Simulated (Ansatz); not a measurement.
# Where F_i (4-fold void) puts its levels in the gap of YF3 (Pnma), part 2 of 2

Wanted: the transition levels of a self-interstitial in YF3 (Pnma), from a cell of 64 host atoms with 1 F put in.

Ansatz; place-levels on PBEsol runs: charge-transition levels and formation energies with image-charge correction and potential alignment at the atomic sites.

So far: Set-up; Charge states; Placing the levels, PBEsol.

## 3. Placing the levels, PBEsol (continued)

Levels between the charges placed, in eV above the valence top:

```
        gap (eV)  (+1/0)  (0/−1)
PBEsol      7.89   -0.02    1.38
```

Corrections by state:

```
charge  moment (μB)  image terms and alignment (eV)  band filling (eV)                                 ε used  over the lowest of its charge, as the program ranks them, band filling apart (eV)
    +1          2.0                           0.276                  -  principal values (9.91, 10.04, 15.72)                                                                              0.000
     0          1.0                           0.000                  -                                      -                                                                              0.000
    −1          0.0                           0.010                  -  principal values (9.91, 10.04, 15.72)                                                                              0.000
    +1          0.0                           0.298                  -  principal values (9.91, 10.04, 15.72)                                                                              0.044
```

The charged structures listed were also run neutral, and place-levels reads from each pair, by the potential or the spins, how wide the charge is by which they differ; that can be the carrier of either run.

```
charge  rms radius (Å)  spread where it is widest against the cell (Å)  wide from (Å)  reading
    +1             2.1                                            1.57           1.51     wide
    −1             3.7                                            2.31           1.51     wide
```

The neutral runs of these pairs need not share the spin of the lowest neutral state, and very wide values only mean spread over the cell.

From the program's caveats on the states, each cut to its opening words:

- charge +1 (2 μB): it parts from the run at its places by a charge that spreads by about 1.6 Å along one vector (1.5 Å or more is wide), by its potential at epsilon [2.82, 2.74, [...]
- charge +1 (2 μB): flagged: stability check not made
- charge 0 (1 μB): its alignment with the host at atomic sites is doubtful: the mean over the far sites moves by -0.0528 eV from their farther parts to their nearer, more than [...]
- charge 0 (1 μB): its displacements don't fall off away from the defect: farther atoms stand 0.027 Å off the host's places
- charge −1: it parts from the run at its places by a charge that spreads by about 2.3 Å along one vector (1.5 Å or more is wide), by its potential at epsilon [2.82, 2.74, [...]
- charge −1: the far atoms show a dipole or second moment of the defect's charge, for which the correction takes or leaves out 0.169 eV: further moments aren't read, and [...]
- charge +1: its alignment with the host at atomic sites is doubtful: the mean over the far sites moves by -0.0509 eV from their farther parts to their nearer, more than [...]
- charge +1: its displacements don't fall off away from the defect: farther atoms stand 0.05 Å off the host's places

The host's formation energy from the elements is -4.160 eV per atom; it sets how far the chemical potentials can move.

Limit set by the element alone; other compounds of these elements are not counted. Chemical potentials from the elements' reference states: F 0.00 eV, Y -16.64 eV. Formation energy by charge state (F-rich; gap 7.89 eV):

```
charge  at valence top (eV)  at conduction bottom (eV)  correction included (eV)
    +1                 1.58                       9.47                      0.28
     0                 1.56                       1.56                      0.00
    −1                 2.94                      -4.94                      0.01
```

(Fermi level (eV), lowest formation energy (eV)): (0.00, 1.56), (0.72, 1.56), (1.43, 1.51), (2.15, 0.79), (2.86, 0.08), (3.58, -0.64), (4.30, -1.36), (5.02, -2.08), (5.74, -2.80), (6.45, -3.51), (7.17, -4.23), (7.89, -4.94)

Limit set by the element alone; other compounds of these elements are not counted. Chemical potentials from the elements' reference states: Y 0.00 eV, F -5.55 eV. Formation energy by charge state (Y-rich; gap 7.89 eV):

```
charge  at valence top (eV)  at conduction bottom (eV)  correction included (eV)
    +1                 7.13                      15.02                      0.28
     0                 7.11                       7.11                      0.00
    −1                 8.49                       0.60                      0.01
```

| Fermi level (eV) | lowest formation energy (eV) |
| --- | --- |
| 0.00 | 7.11 |
| 0.72 | 7.11 |
| 1.43 | 7.05 |
| 2.15 | 6.34 |
| 2.86 | 5.62 |
| 3.58 | 4.91 |
| 4.30 | 4.18 |
| 5.02 | 3.47 |
| 5.74 | 2.75 |
| 6.45 | 2.03 |
| 7.17 | 1.32 |
| 7.89 | 0.60 |

## 4. The same at the relaxations' own k-points

The relaxations' own energies give the levels at their sampling, for comparison.

levels.relax_mesh.yaml

```yaml
host:
  run: host.relax.run
  levels_from: { run: edges.relax.run }
states: [qm1.relax.run, q0_M1.relax.run, qp1.relax.run, qp1_M2.relax.run]
chemical_potentials:
  F:
    energy: -797.642924
    dataset: <sha256 of the dataset>
```

Run with:

```bash
$ ansatz place-levels levels.relax_mesh.yaml -- --threads 4 --pin off --max-ram 7536MiB
```

The log of the run:

```text
(+1/0) 0.015 eV beneath the valence edge, in the valence band
(0/-1) 1.372 eV above the valence edge, 6.514 eV under the conduction edge
formation energy of charge +1: +1.584 eV with the Fermi level at the valence edge
formation energy of charge 0: +1.569 eV with the Fermi level at the valence edge
formation energy of charge -1: +2.941 eV with the Fermi level at the valence edge
  edges by pbesol of host.levels_from (edges.relax.run), its mesh sampled to repeats of 26.21 Å (the valence edge +0.054 eV and the conduction edge -0.116 eV from those of the host's own run), gap 7.885 eV; the host is sampled to repeats of 12.66 Å
[... the lines on each state left out ...]
```

Run time: 0.16 s. Hardware: 4 threads of AMD EPYC 7R13 (Zen 3), shared host.

Levels between neighbouring charges, in eV above the valence top:

```
                        gap (eV)  (+1/0)  (0/−1)
one point at (¼, ¼, ¼)      7.89   -0.02    1.37
  a 2×2×2 shifted mesh      7.89   -0.02    1.38
```

Going from one point at (¼, ¼, ¼) to a 2×2×2 shifted mesh moves the levels that carry no band-filling term by up to 0.01 eV and formation energies against the elements by up to 0.00 eV.

## 5. Another choice

In this try the input is made faulty on purpose, to show what that does.

Another version of the file is tried.

levels.try0.yaml is levels.point.yaml with these lines changed:

```diff
-  F:
-    energy: -797.642924
-    dataset: <sha256 of the dataset>
+  F: -797.642924
```

Run with:

```bash
$ ansatz place-levels levels.try0.yaml -- --threads 4 --pin off --max-ram 7536MiB
```

The log of the run:

```text
Error: YAML parse error: error: line 12 column 3: chemical_potentials.F: expected a mapping of `energy` and `dataset` (the content sha256 that the runs behind the energy print of the element's pseudopotential file), got a number
  --> <input>:12:3
   |
10 |   host.point.run: host.relax.run
11 | chemical_potentials:
12 |   F: -797.642924
   |   ^ chemical_potentials.F: expected a mapping of `energy` and `dataset` (the content sha256 that the runs behind the energy print of the element's pseudopotential file), got a number
13 | epsilon: [2.82, 2.74, 2.68]
14 | static_epsilon: [10.04, 9.91, 15.72]
   |
```

The change: chemical potentials as bare numbers.

No levels were formed: the file was rejected.

## 6. Summary of results

| Quantity | Value |
| --- | --- |
| gap of the host | 7.89 eV (PBEsol) |
| level (plus 1/0) | 0.02 eV below the valence top |
| level (0/minus 1) | 1.38 eV above the valence top |
| lowest of the charges placed, just above the valence top (0.02 eV) | 0 |
| lowest of the charges placed, just below the conduction bottom (0.02 eV) | −1 |
| lowest formation energy at mid-gap of the charges run, F-rich | -1.00 eV |
| lowest formation energy at mid-gap of the charges run, Y-rich | 4.54 eV |

In words: Of the charges placed (−1, 0 and +1), the lowest changes at 1.38 eV (0/−1) above the valence top, in a gap of 7.89 eV. (+1/0) lies 0.02 eV from a band edge, less than the doubt on such levels. Charges below −1 were not placed, so these runs say nothing of levels that involve them. States placed: +1 at 2 μB and 0 μB; 0 at 1 μB; −1 at 0 μB. Other spin states or structures, where not listed, weren't placed. At charge −1 and 0 the atom put in ends up to 2.0 Å from its starting place, so the name tells the start alone and the levels can join different sites. Going from one point at (¼, ¼, ¼) to a 2×2×2 shifted mesh moves the levels that carry no band-filling term by up to 0.01 eV and formation energies against the elements by up to 0.00 eV. The program doubts the alignment of potentials for at least one state, a sign that the cell is small. Keep in mind: the images are only 8.7 Å apart; PBEsol makes the gap too small and tends to spread out bound carriers; where a gas molecule sets a chemical potential or the host's formation energy, its binding is uncorrected.

[Logs are printed without paths, hosts, clocks, repeated set-up lines and the standing remarks that a program may print on its own settings, such as how far it seeks lower states.]

[Hosts, paths, dates, database ids (printed as entryN), source tags and the programs' standing remarks are cut or masked in the printed files.]

[Where a table of states has a column of steps, it counts the stored structures, which are thinned; the runs took as many ionic steps or more.]

[A defect's name tells the site on which it was built; relaxed atoms can leave that site.]

[For some hosts the program warned that the k-mesh of the response run may be too coarse for force constants and the static dielectric constant; such warnings are not shown here.]
